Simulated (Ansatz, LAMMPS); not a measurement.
# Elastic response of amorphous 31Ga2O3-69TiO2 (mol %) (116 atoms): runs compared

Aim: relax amorphous 31Ga2O3-69TiO2 (mol %) (116 atoms), then change its volume and shape to read moduli from the stress.

Computed with Ansatz 0.2.0: Kohn-Sham DFT, PBE, PAW (set soft_1), plane waves.

**1. The cell as built**

The cell holds 116 atoms: 20 Ga, 22 Ti and 74 O. Cell: a = 11.021 Å, b = 11.021 Å, c = 11.021 Å, α = 90.0°, β = 90.0°, γ = 90.0°. 116 atoms (20 Fe, 22 Ti, 74 O) placed at random at 3.92 g/cm³, melted at 5000 K for 10 ps at fixed volume with the Morse and Coulomb pair potential with partial charges (Pedone, Malavasi, Menziani, Cormack and Segre, J. Phys. Chem. B 110, 11780 (2006)). Quenched from 5000 K to 300 K at 20 K/ps and fixed volume, held 10 ps at zero pressure, then minimised at fixed cell. Then Fe was replaced by Ga and the cell scaled by 1.006 (the potential has no terms for the new elements, so the cell is a start for a DFT relaxation).

What the set-up can't give: The quench rate of 20 K/ps is many orders above laboratory rates, so the cell is likely richer in defects and strain than a real sample. The starting topology of bonds comes from the classical model, and needn't be the one that DFT or experiment would give. The Brillouin zone is sampled at Γ only.

**2. The reference run**

The reference is a single point at the end of the relaxation.

Every strained cell starts from the geometry of this run, and its atoms are relaxed with the cell held.

Its input, with most atom lines left out:

```yaml
crystal:
  lattice:
    - [11.42065, 0.09875, 0.19633]
    - [0.09875, 10.86927, -0.29044]
    - [0.19633, -0.29044, 11.17368]
  atoms:
    - { symbol: Ga, position: [0.77079, 0.80699, 0.49771] }
    - { symbol: Ga, position: [0.60014, 0.32393, 0.23234] }
    - { symbol: Ga, position: [0.37666, 0.22235, 0.09198] }
    - { symbol: Ga, position: [0.06576, 0.80417, 0.53779] }
    - { symbol: Ga, position: [0.63609, 0.58302, 0.35179] }
    - { symbol: Ga, position: [0.13445, 0.05575, 0.03638] }
    - { symbol: Ga, position: [0.05217, 0.10164, 0.42539] }
    [... atom lines 8 to 116 left out ...]
kpoints:
  mp_grid: { grid: [1, 1, 1] }
hamiltonian:
  xc: pbe
  pseudopotentials: { kind: paw, azcp: { folder: soft_1 } }
scf:
  occupations: { method: fixed }
output:
  forces: true
  stress: true
  populations: true
  dos:
    method: { smearing: { sigma: 0.1 } }
    de: 0.1
    projected: { site_lists: { Ga: [Ga], O: [O], Ti: [Ti] } }
  eigenvalues: true
  write_density: true
  write_potential: true
  volumetric_format: npy
  elf: true
```

* free energy per atom: -1489.1257 eV/atom
* r.m.s. force component: 0.0032 eV/Å
* pressure: 0.002018 GPa

Filled and empty levels are parted by 2.70 eV (at Γ alone); a semilocal functional tends to put such gaps too low. In a disordered cell it changes from sample to sample, and tail or defect levels can set it.

**3. The runs**

Each row is one run, on 4 threads of AMD EPYC 9R14 (Zen 4), shared host. The free energy is the program's total, comparable only between runs with the same functional, potentials and atoms.

```csv
run,atoms,outcome,"ionic steps, all passes",free energy (eV),time,host memory (GiB)
Single point at the start,116,converged,-,-172730.419,25 s,2.3
Cell and atoms relaxed,116,converged,36,-172738.585,9.8 min,2.4
Single point at the relaxed geometry,116,converged,-,-172738.585,39 s,2.5
Volume -3 %,116,converged,11,-172738.188,3.5 min,2.4
Volume +3 %,116,converged,11,-172738.274,3.9 min,2.6
Volume -6 %,116,converged,20,-172737.452,5.8 min,2.4
Volume +6 %,116,converged,15,-172737.425,5.5 min,2.6
Volume -10 %,116,converged,29,-172735.496,8.2 min,2.3
Stretched by 1 % along x,116,converged,5,-172738.524,1.7 min,2.5
Compressed by 1 % along x,116,converged,5,-172738.510,1.7 min,2.5
Sheared by 2 % in xy,116,converged,5,-172738.514,1.7 min,2.5
```

In some runs the program notes that the SCF threshold is loose for the stress.

**4. Pressure against volume**

Atoms are relaxed at each volume, in the scaled cell.

```csv
volume change (%),volume (Å³/atom),energy change (meV/atom),pressure (GPa),largest move on relaxing (Å),bonds,gap (eV)
-10,10.750,26.63,8.63,1.24,232,2.85
-6,11.228,9.77,5.68,1.09,219,2.73
-3,11.586,3.42,3.08,0.21,215,2.76
+0,11.944,0.00,0.00,-,212,2.70
+3,12.303,2.69,-2.32,0.23,209,2.61
+6,12.661,10.00,-4.03,0.37,205,2.57
```

**5. Uniaxial strain and shear**

Stress (GPa, compression positive) less that of the relaxed cell, atoms relaxed:

```csv
strain,xx,yy,zz,xy,energy change (meV/atom)
stretched by 1 % along x,-1.506,-0.704,-0.519,-0.011,0.52
compressed by 1 % along x,1.613,0.753,0.573,0.016,0.65
sheared by 2 % in xy,-0.025,-0.274,-0.072,-0.742,0.62
```

**6. Findings**

The bulk modulus, from the slope of pressure against ln V over the three points nearest the relaxed volume, is 90.1 GPa; between neighbouring points the slope runs 68, 83, 101, 79 and 59 GPa from the smallest volume up, without a steady fall, so no pressure derivative is given. The count of bonds runs from 205 to 232 over the series, so at some points contacts cross the cutoffs. At -10 % and -6 % some atom moved by over 0.5 Å on relaxing, so those points may sit in another local minimum. The gap goes from 2.85 eV at the smallest volume to 2.57 eV at the largest, -1.7 eV per unit of ln V by a straight line, not monotonically (lowest 2.57, highest 2.85 eV), on the run's k-points. In the Cartesian axes of the cell, finite differences give C11 = 156, C12 = 72.9, C13 = 54.6 and C66 = 37.1 GPa (the shear of 2 % is the engineering strain, εxy = 0.01). The mean of C11, C12 and C13, which equals the bulk modulus in a cubic or isotropic solid, is 94.5 GPa: it agrees with the bulk modulus within 10 %. For an isotropic solid C66 would equal (C11 − C12)/2 = 41.5 GPa; so small a sample needn't be isotropic, and C66 rests on one shear. With the bulk modulus and C66 as K and G, Young's modulus would be about 98 GPa and Poisson's ratio 0.32.

**Limits.** Strains are finite and relaxations stop at the force tolerance of the input, which can leave moduli too stiff; they are those of a static cell at zero temperature. Volumes are changed with the cell's shape held, so in an anisotropic solid the modulus lies over the one under free hydrostatic load. The program notes that the SCF threshold of the relaxations is loose for the stress.

The DFT runs together took 43 min of wall time.

[Logs are printed without paths, hosts, clocks, repeated set-up lines and the standing remarks that a program may print on its own settings, such as how far it seeks lower states.]

[Hosts, paths, dates, database ids (printed as entryN), source tags and the programs' standing remarks are cut or masked in the printed files.]
